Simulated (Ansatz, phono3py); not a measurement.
# Scattering channels in NaCl (Fm-3m), one at a time, part 3 of 5

Wanted: the sensitivity of κ of NaCl to the choices of the transport step.

Experimental results on record:
- thermal conductivity 7.1 W/m/K near room temperature (given in “Combining the AFLOW GIBBS and Elastic Libraries to efficiently and robustly screen thermo-mechanical properties of solids”, 2017, arXiv:1611.05714)
- thermal conductivity 7.1 W/m/K near room temperature (given in “Predicting the lattice thermal conductivity of solids by solving the Boltzmann transport equation: AFLOW - AAPL an automated, accurate and efficient framework”, 2017, arXiv:1611.05481)

phono3py 4.10.0; DFT PBEsol, scalar-relativistic, plane waves, PAW; phono3py on Ansatz's force constants.

So far, κ at 300 K (W/m/K): step 2 (relaxation-time solution) 7.46; step 10 (q-mesh of the transport sums 23×23×23) 7.42; step 11 (q-mesh of the transport sums 29×29×29) 7.35; step 13 (boundary mean free path 1 micrometre) 7.20; step 14 (boundary mean free path 10 micrometre) 7.42.

The database entry behind the starting cell differs from later determinations by our own check (an axis about 0.4 % short against later determinations), so it need not match the best structure at ambient conditions.

## 15. Direct solution of the linearised equation, third order supercell 3×3×3, supercell 6×6×6

Solving the linearised equation directly keeps the heat that normal processes pass on between modes; it is dearer, so the mesh may be smaller.

File phono3py.yaml:

```yaml
phono3py:
  version: "4.10.0"
  frequency_unit_conversion_factor: 15.633302
  symmetry_tolerance: 1.00000e-05

physical_unit:
  atomic_mass: "AMU"
  length: "angstrom"

space_group:
  type: "Fm-3m"
  number: 225
  Hall_symbol: "-F 4 2 3"

primitive_matrix:
- [  1.000000000000000,  0.000000000000000,  0.000000000000000 ]
- [  0.000000000000000,  1.000000000000000,  0.000000000000000 ]
- [  0.000000000000000,  0.000000000000000,  1.000000000000000 ]

supercell_matrix:
- [   3,   0,   0 ]
- [   0,   3,   0 ]
- [   0,   0,   3 ]

# [primitive_cell block left out]
unit_cell:
  lattice:
  - [     0.000000000000000,     2.800952438200000,     2.800952438200000 ] # a
  - [     2.800952438200000,     0.000000000000000,     2.800952438200000 ] # b
  - [     2.800952438200000,     2.800952438200000,     0.000000000000000 ] # c
  points:
  - symbol: Na # 1
    coordinates: [  0.000000000000000,  0.000000000000000,  0.000000000000000 ]
    mass: 22.989769
    reduced_to: 1
  - symbol: Cl # 2
    coordinates: [  0.500000000000000,  0.500000000000000,  0.500000000000000 ]
    mass: 35.450000
    reduced_to: 2

# [supercell block left out]
phonon_supercell_matrix:
- [   6,   0,   0 ]
- [   0,   6,   0 ]
- [   0,   0,   6 ]

# [phonon_primitive_cell block left out]
# [phonon_supercell block left out]
nac:
  born_effective_charge:
  - # 1 (Na)
    - [  1.091798810999671,  0.000000000000000,  0.000000000000000 ]
    - [  0.000000000000000,  1.091798810999671,  0.000000000000000 ]
    - [  0.000000000000000,  0.000000000000000,  1.091798810999671 ]
  - # 2 (Cl)
    - [ -1.091798810999671,  0.000000000000000,  0.000000000000000 ]
    - [  0.000000000000000, -1.091798810999671,  0.000000000000000 ]
    - [  0.000000000000000,  0.000000000000000, -1.091798810999671 ]
  dielectric_constant:
    - [  2.565012258734271,  0.000000000000000,  0.000000000000000 ]
    - [  0.000000000000000,  2.565012258734271,  0.000000000000000 ]
    - [  0.000000000000000,  0.000000000000000,  2.565012258734271 ]
  unit_conversion_factor: 14.399645
```

On the command line:

```sh
$ phono3py phono3py.yaml --mesh 13 13 13 --lbte --isotope --ts 100 300 600
```

The log of the run:

```text
[banner, memory and clock lines left out]
Rust backend (phonors) using rayon (4 threads).
Running in phono3py.load mode.
Spglib version 2.8.0
----------------------------- General settings -----------------------------
Run mode: conductivity-LBTE
HDF5 data compression filter: gzip
Crystal structure was read from "phono3py.yaml".
Supercell (dim): [3 3 3]
Phonon supercell (dim-fc2): [6 6 6]
Primitive matrix:
  [1. 0. 0.]
  [0. 1. 0.]
  [0. 0. 1.]
Spacegroup: Fm-3m (225)
Use -v option to watch primitive cell, unit cell, and supercell structures.
NAC parameters were read from "phono3py.yaml".
fc3 was read from "fc3.hdf5".
fc2 was read from "fc2.hdf5".
----------------------------- Force constants ------------------------------
Max drift of fc3: 0.00000000 (xxx) 0.00000000 (xxx) 0.00000000 (xxx)
Max drift of fc2: -0.00000000 (zz) -0.00000000 (zz)
--------------------------- Calculation settings ---------------------------
Non-analytical term correction (NAC): True
NAC unit conversion factor:  14.39964
BZ integration: Tetrahedron-method
Temperatures: 100.0  300.0  600.0
Cutoff frequency: 0.01
Mesh sampling: [ 13 13 13 ]
Generating grid system ... [ 13 13 13 ]
fc3-r2q-transformation over three atoms: True
--------------------------- Phonon calculations ----------------------------
  PRB 50, 13035(R) (1994), PRB 55, 10355 (1997)
  G-cutoff distance: 1.18, Number of G-points: 307, Lambda: 0.20
Running harmonic phonon calculations...
------------------- Lattice thermal conductivity (LBTE) -------------------
Running heat capacity calculations...
Running velocity calculations...
Running isotope scattering calculations with tetrahedron method...
======================= Grid point 0 (1/84) =======================
q-point: ( 0.00  0.00  0.00)
Boundary mean free path (millimeter): 1000.000
Mass variance parameters: 0.00e+00 5.83e-04
Number of triplets: 84
Frequency     group velocity (x, y, z)     |gv|
   0.000   (   0.000    0.000    0.000)    0.000
   0.000   (   0.000    0.000    0.000)    0.000
   0.000   (   0.000    0.000    0.000)    0.000
   4.988   (   0.000    0.000    0.000)    0.000
   4.988   (   0.000    0.000    0.000)    0.000
   4.988   (   0.000    0.000    0.000)    0.000
======================= Grid point 1 (2/84) =======================
q-point: ( 0.08  0.00  0.00)
Boundary mean free path (millimeter): 1000.000
Mass variance parameters: 0.00e+00 5.83e-04
Number of triplets: 231
Frequency     group velocity (x, y, z)     |gv|
   0.685   ( -16.451   16.451   16.451)   28.493
   0.685   ( -16.451   16.451   16.451)   28.493
   1.034   ( -24.840   24.840   24.840)   43.024
   4.961   (   1.263   -1.263   -1.263)    2.187
   4.961   (   1.263   -1.263   -1.263)    2.187
   7.607   (   1.693   -1.693   -1.693)    2.933
[81 grid points left out]
======================= Grid point 605 (84/84) =======================
q-point: ( 0.69  0.46  0.23)
Boundary mean free path (millimeter): 1000.000
Mass variance parameters: 0.00e+00 5.83e-04
Number of triplets: 595
Frequency     group velocity (x, y, z)     |gv|
   3.325   (  -0.000   14.218    2.156)   14.381
   3.537   (   0.000  -13.447   -1.656)   13.549
   4.005   (  -0.000   13.249    0.141)   13.250
   4.731   (   0.000   -8.732   -5.289)   10.209
   5.378   (   0.000    2.813    0.624)    2.881
   5.402   (  -0.000   -2.232    2.795)    3.577
=================== End of collection of collisions ===================
- Collision matrix shape (1, 3, 84, 6, 3, 84, 6, 3)
- Averaging collision matrix elements by phonon degeneracy [0.020s]
- Making collision matrix symmetric (Rust) [0.002s]
Diagonalize by scipy.linalg.lapack.dsyev sum=1.4e+01 d=-1.8e-15 [3.176s]
Pinv by ignoring 528/1512 dims under abs(eig)<1.0e-08 (np.dot) [0.002s]
----------- Thermal conductivity (W/m-k) with tetrahedron method -----------
#  T(K)        xx         yy         zz         yz         xz         xy
  100.0      24.585     24.585     24.585     -0.000      0.000      0.000
  (RTA)      21.131     21.131     21.131     -0.000      0.000      0.000
Diagonalize by scipy.linalg.lapack.dsyev sum=4.0e+01 d=7.1e-15 [3.103s]
Pinv by ignoring 528/1512 dims under abs(eig)<1.0e-08 (np.dot) [0.002s]
#  T(K)        xx         yy         zz         yz         xz         xy
  300.0       8.839      8.839      8.839     -0.000      0.000      0.000
  (RTA)       7.511      7.511      7.511     -0.000      0.000      0.000
Diagonalize by scipy.linalg.lapack.dsyev sum=7.9e+01 d=0.0e+00 [3.136s]
Pinv by ignoring 528/1512 dims under abs(eig)<1.0e-08 (np.dot) [0.002s]
#  T(K)        xx         yy         zz         yz         xz         xy
  600.0       4.540      4.540      4.540     -0.000      0.000      0.000
  (RTA)       3.841      3.841      3.841     -0.000      0.000      0.000
Thermal conductivity related properties were written into
"kappa-m131313.hdf5".
Eigenvalues of collision matrix were written into "coleigs-m131313.hdf5"
Summary of calculation was written in "phono3py.yaml".
```

The job ended after 20 s (4 threads of Arm Neoverse V1, shared host; peak memory 0.25 GiB; 35 s of CPU time).

This step gave:

```
κ at 300 K            : 8.839 W/m/K
κ xx, yy, zz at 300 K : 8.839, 8.839, 8.839 W/m/K
```

W/m/K. Kappa, by row:

```
T (K)     xx     yy     zz  yz  xz  xy  RTA mean
  100  24.58  24.58  24.58   0   0   0     21.13
  300  8.839  8.839  8.839   0   0   0     7.511
  600   4.54   4.54   4.54   0   0   0     3.841
```

On this mesh the direct solution gives 8.84 W/(m K) at 300 K, against 7.51 in the relaxation-time approximation.

## 16. Adding coherences, third order supercell 3×3×3, supercell 6×6×6

Close branches can carry heat by tunnelling between them, which the particle picture leaves out.

phono3py.yaml is that of step 15.

On the command line:

```sh
$ phono3py phono3py.yaml --mesh 19 19 19 --br --isotope --tt smm19 --ts 100 150 200 300 400 500 600 800
```

The log of the run:

```text
[banner, memory and clock lines left out]
Rust backend (phonors) using rayon (4 threads).
Running in phono3py.load mode.
Spglib version 2.8.0
----------------------------- General settings -----------------------------
Run mode: conductivity-RTA
HDF5 data compression filter: gzip
Crystal structure was read from "phono3py.yaml".
Supercell (dim): [3 3 3]
Phonon supercell (dim-fc2): [6 6 6]
Primitive matrix:
  [1. 0. 0.]
  [0. 1. 0.]
  [0. 0. 1.]
Spacegroup: Fm-3m (225)
Use -v option to watch primitive cell, unit cell, and supercell structures.
NAC parameters were read from "phono3py.yaml".
fc3 was read from "fc3.hdf5".
fc2 was read from "fc2.hdf5".
----------------------------- Force constants ------------------------------
Max drift of fc3: 0.00000000 (xxx) 0.00000000 (xxx) 0.00000000 (xxx)
Max drift of fc2: -0.00000000 (zz) -0.00000000 (zz)
--------------------------- Calculation settings ---------------------------
Non-analytical term correction (NAC): True
NAC unit conversion factor:  14.39964
BZ integration: Tetrahedron-method
Temperature:  100.0  150.0  200.0  300.0  400.0 ... 800.0
Cutoff frequency: 0.01
Mesh sampling: [ 19 19 19 ]
Generating grid system ... [ 19 19 19 ]
fc3-r2q-transformation over three atoms: True
Optional transport type: SMM19
--------------------------- Phonon calculations ----------------------------
  PRB 50, 13035(R) (1994), PRB 55, 10355 (1997)
  G-cutoff distance: 1.18, Number of G-points: 307, Lambda: 0.20
Running harmonic phonon calculations...
-------------------- Lattice thermal conductivity (RTA) --------------------
Running heat capacity calculations...
Running velocity calculations...
Running isotope scattering calculations with tetrahedron method...
======================= Grid point 0 (1/220) =======================
q-point: ( 0.00  0.00  0.00)
Boundary mean free path (millimeter): 1000.000
Mass variance parameters: 0.00e+00 5.83e-04
Number of triplets: 220
Frequency     group velocity (x, y, z)     |gv|
   0.000   (   0.000    0.000    0.000)    0.000
   0.000   (   0.000    0.000    0.000)    0.000
   0.000   (   0.000    0.000    0.000)    0.000
   4.988   (   0.000    0.000    0.000)    0.000
   4.988   (   0.000    0.000    0.000)    0.000
   4.988   (   0.000    0.000    0.000)    0.000
======================= Grid point 1 (2/220) =======================
q-point: ( 0.05  0.00  0.00)
Boundary mean free path (millimeter): 1000.000
Mass variance parameters: 0.00e+00 5.83e-04
Number of triplets: 670
Frequency     group velocity (x, y, z)     |gv|
   0.470   ( -16.592   16.592   16.592)   28.738
   0.470   ( -16.592   16.592   16.592)   28.738
   0.709   ( -25.041   25.041   25.041)   43.372
   4.975   (   0.903   -0.903   -0.903)    1.564
   4.975   (   0.903   -0.903   -0.903)    1.564
   7.626   (   1.180   -1.180   -1.180)    2.044
[217 grid points left out]
======================= Grid point 1647 (220/220) =======================
q-point: (-0.26  0.47  0.21)
Boundary mean free path (millimeter): 1000.000
Mass variance parameters: 0.00e+00 5.83e-04
Number of triplets: 1810
Frequency     group velocity (x, y, z)     |gv|
   3.372   (  -0.474   14.317   -0.000)   14.325
   3.490   (   1.483  -12.997    0.000)   13.082
   4.043   (  -3.407    6.492   -0.000)    7.332
   4.685   (  -0.875   -4.151    0.000)    4.242
   5.383   (   1.290    2.529   -0.000)    2.839
   5.413   (   0.445   -2.772    0.000)    2.808
=================== End of collection of collisions ===================
----------- Thermal conductivity (W/m-k) with tetrahedron method -----------
#          T(K)        xx         yy         zz         yz         xz         xy
K_intra   100.0      21.001     21.001     21.001     -0.000      0.000      0.000
K_intra   150.0      14.356     14.356     14.356     -0.000      0.000      0.000
K_intra   200.0      10.958     10.958     10.958     -0.000      0.000      0.000
K_intra   300.0       7.455      7.455      7.455     -0.000      0.000      0.000
K_intra   400.0       5.654      5.654      5.654     -0.000      0.000      0.000
K_intra   500.0       4.554      4.554      4.554     -0.000      0.000      0.000
K_intra   600.0       3.813      3.813      3.813     -0.000      0.000      0.000
K_intra   800.0       2.878      2.878      2.878     -0.000      0.000      0.000

K_inter   100.0       0.065      0.065      0.065     -0.000      0.000      0.000
K_inter   150.0       0.083      0.083      0.083     -0.000      0.000      0.000
K_inter   200.0       0.097      0.097      0.097     -0.000      0.000      0.000
K_inter   300.0       0.118      0.118      0.118     -0.000      0.000      0.000
K_inter   400.0       0.135      0.135      0.135     -0.000      0.000      0.000
K_inter   500.0       0.149      0.149      0.149     -0.000      0.000      0.000
K_inter   600.0       0.163      0.163      0.163     -0.000      0.000      0.000
K_inter   800.0       0.184      0.184      0.184     -0.000      0.000      0.000

K_TOT     100.0      21.065     21.065     21.065     -0.000      0.000      0.000
K_TOT     150.0      14.439     14.439     14.439     -0.000      0.000      0.000
K_TOT     200.0      11.055     11.055     11.055     -0.000      0.000      0.000
K_TOT     300.0       7.573      7.573      7.573     -0.000      0.000      0.000
K_TOT     400.0       5.788      5.788      5.788     -0.000      0.000      0.000
K_TOT     500.0       4.704      4.704      4.704     -0.000      0.000      0.000
K_TOT     600.0       3.976      3.976      3.976     -0.000      0.000      0.000
K_TOT     800.0       3.062      3.062      3.062     -0.000      0.000      0.000

Thermal conductivity related properties were written into
"kappa-m191919.hdf5".
Summary of calculation was written in "phono3py.yaml".
```

Run time: 51 s. Hardware: 4 threads; peak memory 0.25 GiB.

This step gave:

| Item | Value |
| --- | --- |
| κ at 300 K | 7.573 W/m/K |
| κ xx, yy, zz at 300 K | 7.573, 7.573, 7.573 W/m/K |

W/m/K. Kappa, by row:

```
T (K)     xx     yy     zz  yz  xz  xy  intra mean  inter mean
  100  21.07  21.07  21.07   0   0   0          21     0.06459
  150  14.44  14.44  14.44   0   0   0       14.36     0.08326
  200  11.06  11.06  11.06   0   0   0       10.96     0.09719
  300  7.573  7.573  7.573   0   0   0       7.455      0.1178
  400  5.788  5.788  5.788   0   0   0       5.654      0.1347
  500  4.704  4.704  4.704   0   0   0       4.554      0.1495
  600  3.976  3.976  3.976   0   0   0       3.813      0.1626
  800  3.062  3.062  3.062   0   0   0       2.878      0.1842
```

κ at 300 K goes from 7.46 in the base run to 7.57 W/(m K).

## 17. Gaussian smearing, third order supercell 3×3×3, supercell 6×6×6

A Gaussian replaces the tetrahedron method for energy conservation; its width must match the mesh.

phono3py.yaml is that of step 16.

On the command line:

```sh
$ phono3py phono3py.yaml --mesh 19 19 19 --br --isotope --sigma 0.05 --ts 100 300 600
```

The log of the run:

```text
[banner, memory and clock lines left out]
Rust backend (phonors) using rayon (4 threads).
Running in phono3py.load mode.
Spglib version 2.8.0
----------------------------- General settings -----------------------------
Run mode: conductivity-RTA
HDF5 data compression filter: gzip
Crystal structure was read from "phono3py.yaml".
Supercell (dim): [3 3 3]
Phonon supercell (dim-fc2): [6 6 6]
Primitive matrix:
  [1. 0. 0.]
  [0. 1. 0.]
  [0. 0. 1.]
Spacegroup: Fm-3m (225)
Use -v option to watch primitive cell, unit cell, and supercell structures.
NAC parameters were read from "phono3py.yaml".
fc3 was read from "fc3.hdf5".
fc2 was read from "fc2.hdf5".
----------------------------- Force constants ------------------------------
Max drift of fc3: 0.00000000 (xxx) 0.00000000 (xxx) 0.00000000 (xxx)
Max drift of fc2: -0.00000000 (zz) -0.00000000 (zz)
--------------------------- Calculation settings ---------------------------
Non-analytical term correction (NAC): True
NAC unit conversion factor:  14.39964
BZ integration: Smearing=0.05
Temperature:  100.0  300.0  600.0
Cutoff frequency: 0.01
Mesh sampling: [ 19 19 19 ]
Generating grid system ... [ 19 19 19 ]
fc3-r2q-transformation over three atoms: True
--------------------------- Phonon calculations ----------------------------
  PRB 50, 13035(R) (1994), PRB 55, 10355 (1997)
  G-cutoff distance: 1.18, Number of G-points: 307, Lambda: 0.20
Running harmonic phonon calculations...
-------------------- Lattice thermal conductivity (RTA) --------------------
Running heat capacity calculations...
Running velocity calculations...
Running isotope scattering calculations sigma=0.05...
======================= Grid point 0 (1/220) =======================
q-point: ( 0.00  0.00  0.00)
Boundary mean free path (millimeter): 1000.000
Mass variance parameters: 0.00e+00 5.83e-04
Number of triplets: 220
Frequency     group velocity (x, y, z)     |gv|
   0.000   (   0.000    0.000    0.000)    0.000
   0.000   (   0.000    0.000    0.000)    0.000
   0.000   (   0.000    0.000    0.000)    0.000
   4.988   (   0.000    0.000    0.000)    0.000
   4.988   (   0.000    0.000    0.000)    0.000
   4.988   (   0.000    0.000    0.000)    0.000
======================= Grid point 1 (2/220) =======================
q-point: ( 0.05  0.00  0.00)
Boundary mean free path (millimeter): 1000.000
Mass variance parameters: 0.00e+00 5.83e-04
Number of triplets: 670
Frequency     group velocity (x, y, z)     |gv|
   0.470   ( -16.592   16.592   16.592)   28.738
   0.470   ( -16.592   16.592   16.592)   28.738
   0.709   ( -25.041   25.041   25.041)   43.372
   4.975   (   0.903   -0.903   -0.903)    1.564
   4.975   (   0.903   -0.903   -0.903)    1.564
   7.626   (   1.180   -1.180   -1.180)    2.044
[217 grid points left out]
======================= Grid point 1647 (220/220) =======================
q-point: (-0.26  0.47  0.21)
Boundary mean free path (millimeter): 1000.000
Mass variance parameters: 0.00e+00 5.83e-04
Number of triplets: 1810
Frequency     group velocity (x, y, z)     |gv|
   3.372   (  -0.474   14.317   -0.000)   14.325
   3.490   (   1.483  -12.997    0.000)   13.082
   4.043   (  -3.407    6.492   -0.000)    7.332
   4.685   (  -0.875   -4.151    0.000)    4.242
   5.383   (   1.290    2.529   -0.000)    2.839
   5.413   (   0.445   -2.772    0.000)    2.808
=================== End of collection of collisions ===================
----------- Thermal conductivity (W/m-k) for sigma=0.05 -----------
#  T(K)        xx         yy         zz         yz         xz         xy
  100.0      20.884     20.884     20.884     -0.000      0.000      0.000
  300.0       7.434      7.434      7.434     -0.000      0.000      0.000
  600.0       3.804      3.804      3.804     -0.000      0.000      0.000

Thermal conductivity related properties and sigma 0.05
were written into "kappa-m191919-s0.05.hdf5".
Summary of calculation was written in "phono3py.yaml".
```

Run time: 44 s. Hardware: 4 threads; peak memory 0.25 GiB.

Numbers from this step:

```
κ at 300 K            : 7.434 W/m/K
κ xx, yy, zz at 300 K : 7.434, 7.434, 7.434 W/m/K
```

W/m/K. Kappa, by row:

```
T (K)     xx     yy     zz  yz  xz  xy
  100  20.88  20.88  20.88   0   0   0
  300  7.434  7.434  7.434   0   0   0
  600  3.804  3.804  3.804   0   0   0
```

With a width of 0.05 THz κ at 300 K is 7.43 W/(m K), -0.3 % from the tetrahedron value.

## 18. Gaussian smearing, third order supercell 3×3×3, supercell 6×6×6 (run 2)

A Gaussian replaces the tetrahedron method for energy conservation; its width must match the mesh.

phono3py.yaml is that of step 17.

On the command line:

```sh
$ phono3py phono3py.yaml --mesh 19 19 19 --br --isotope --sigma 0.1 --ts 100 300 600
```

The log of the run:

```text
[banner, memory and clock lines left out]
Rust backend (phonors) using rayon (4 threads).
Running in phono3py.load mode.
Spglib version 2.8.0
----------------------------- General settings -----------------------------
Run mode: conductivity-RTA
HDF5 data compression filter: gzip
Crystal structure was read from "phono3py.yaml".
Supercell (dim): [3 3 3]
Phonon supercell (dim-fc2): [6 6 6]
Primitive matrix:
  [1. 0. 0.]
  [0. 1. 0.]
  [0. 0. 1.]
Spacegroup: Fm-3m (225)
Use -v option to watch primitive cell, unit cell, and supercell structures.
[...]
5.383   (   1.290    2.529   -0.000)    2.839
   5.413   (   0.445   -2.772    0.000)    2.808
=================== End of collection of collisions ===================
----------- Thermal conductivity (W/m-k) for sigma=0.1 -----------
#  T(K)        xx         yy         zz         yz         xz         xy
  100.0      20.623     20.623     20.623     -0.000      0.000      0.000
  300.0       7.336      7.336      7.336     -0.000      0.000      0.000
  600.0       3.752      3.752      3.752     -0.000      0.000      0.000

Thermal conductivity related properties and sigma 0.1
were written into "kappa-m191919-s0.1.hdf5".
Summary of calculation was written in "phono3py.yaml".
```

Run time: 44 s. Hardware: 4 threads; peak memory 0.25 GiB; 2.7 min of CPU time.

Numbers from this step:

```
κ at 300 K            : 7.336 W/m/K
κ xx, yy, zz at 300 K : 7.336, 7.336, 7.336 W/m/K
```

W/m/K. Kappa, by row:

```
T (K)     xx     yy     zz  yz  xz  xy
  100  20.62  20.62  20.62   0   0   0
  300  7.336  7.336  7.336   0   0   0
  600  3.752  3.752  3.752   0   0   0
```

With a width of 0.1 THz κ at 300 K is 7.34 W/(m K), -1.6 % from the tetrahedron value.

(Part 3 of 5 ends here.)

[Logs are printed without paths, hosts, clocks, repeated set-up lines and the standing remarks that a program may print on its own settings, such as how far it seeks lower states.]

[Hosts, paths, dates, database ids (printed as entryN), source tags and the programs' standing remarks are cut or masked in the printed files.]

[A step with changed settings may run another functional than the one named; its input shows which.]
